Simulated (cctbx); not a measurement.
**Reading a Patterson map**

Space group P4/nmm (no. 129, origin choice 1), a = 4.5780 Å, b = 4.5780 Å, c = 9.6220 Å, α = 90.00°, β = 90.00°, γ = 90.00°, content Bi2 Nd2 As2 Ni4.

The data are simulated with cctbx, not measured: Mo Kα, λ = 0.71073 Å, to d = 0.75 Å, 95 % of the full sphere, strongest reflection 20000 counts, noise from counting, a 3 % proportional error and a noise floor of 2 counts (s.d.); no absorption, some extinction.

Patterson synthesis, origin scaled to 1000:

```text
Patterson group P 4/m m m
      u       v       w   height  length (A)
  0.000   0.000   0.000   1000.0     0.00
  0.500   0.500   0.000    601.1     3.24
  0.500   0.500   0.500    568.4     5.80
  0.000   0.500   0.260    456.3     3.39
  0.000   0.000   0.500    308.2     4.81
  0.000   0.500   0.375    245.1     4.27
  0.500   0.500   0.122    223.7     3.44
  0.000   0.000   0.373    220.9     3.58
  0.000   0.500   0.126    204.2     2.59
  0.500   0.500   0.252     45.3     4.04
  0.000   0.000   0.253     39.5     2.44
  0.117   0.117   0.081     17.1     1.09
  0.000   0.239   0.022     14.8     1.11
  0.000   0.000   0.116     12.6     1.12
```

Q: Assign the vectors.

A peak at u stands for all pairs with xi − xj = u, with weight Σ ZiZj against Σ Z² = 26292 at the origin. Peak heights follow these weights only roughly, since form factors, motion and series ripples differ, all vectors within 0.55 Å of a peak are counted as merged into it though the farther ones add only part of their weight, and F(000) is left out, which lowers the whole map:

| u | v | w | shortest length (Å) | height | 1000 ΣZiZj/ΣZ² | pairs in the cell |
| --- | --- | --- | --- | --- | --- | --- |
| 0.500 | 0.500 | 0.000 | 3.24 | 601 | 584 | 2 × Bi–Bi, 2 × Ni–Ni |
| 0.500 | 0.500 | 0.500 | 5.80 | 568 | 768 | 4 × Bi–Ni, 2 × Nd–Nd, 4 × As–Ni |
| 0.000 | 0.500 | 0.260 | 3.39 | 456 | 507 | 2 × Bi–Nd, 2 × Nd–Ni |
| 0.000 | 0.000 | 0.500 | 4.81 | 308 | 354 | 4 × Bi–Ni |
| 0.000 | 0.500 | 0.375 | 4.27 | 245 | 268 | 2 × Bi–As, 2 × Ni–Ni |
| 0.500 | 0.500 | 0.122 | 3.44 | 224 | 278 | 2 × Nd–As, 2 × Nd–Ni |
| 0.000 | 0.000 | 0.373 | 3.59 | 221 | 278 | 2 × Nd–As, 2 × Nd–Ni |
| 0.000 | 0.500 | 0.126 | 2.59 | 204 | 247 | 2 × Bi–Ni, 2 × As–Ni |
| 0.500 | 0.500 | 0.252 | 4.04 | 45 | 71 | 1 × As–As, 1 × Ni–Ni |

The table stops at ten peaks or at a height of 45, below which ripples compete. In the model behind the data Bi, the heaviest element, has 1 independent site: (1/2, 1/2, 1/2), up to an allowed shift of origin; the Bi–Bi vectors are differences of these positions and their symmetry mates. The whole model:

| atom | mult. | x | y | z | Ueq (Å²) |
| --- | --- | --- | --- | --- | --- |
| Bi1 | 2 | 1/2 | 1/2 | 1/2 | 0.0075 |
| Nd1 | 2 | 0 | 1/2 | 0.2332 | 0.0083 |
| As1 | 2 | 0 | 1/2 | 0.8738 | 0.0094 |
| Ni1 | 2 | 1/2 | 1/2 | 0 | 0.0112 |
| Ni2 | 2 | 0 | 1/2 | 0.6235 | 0.0102 |

This is a model crystal, built by substitution and not relaxed, with assumed displacement parameters.

[Logs are printed without paths, hosts, clocks, repeated set-up lines and the standing remarks that a program may print on its own settings, such as how far it seeks lower states.]
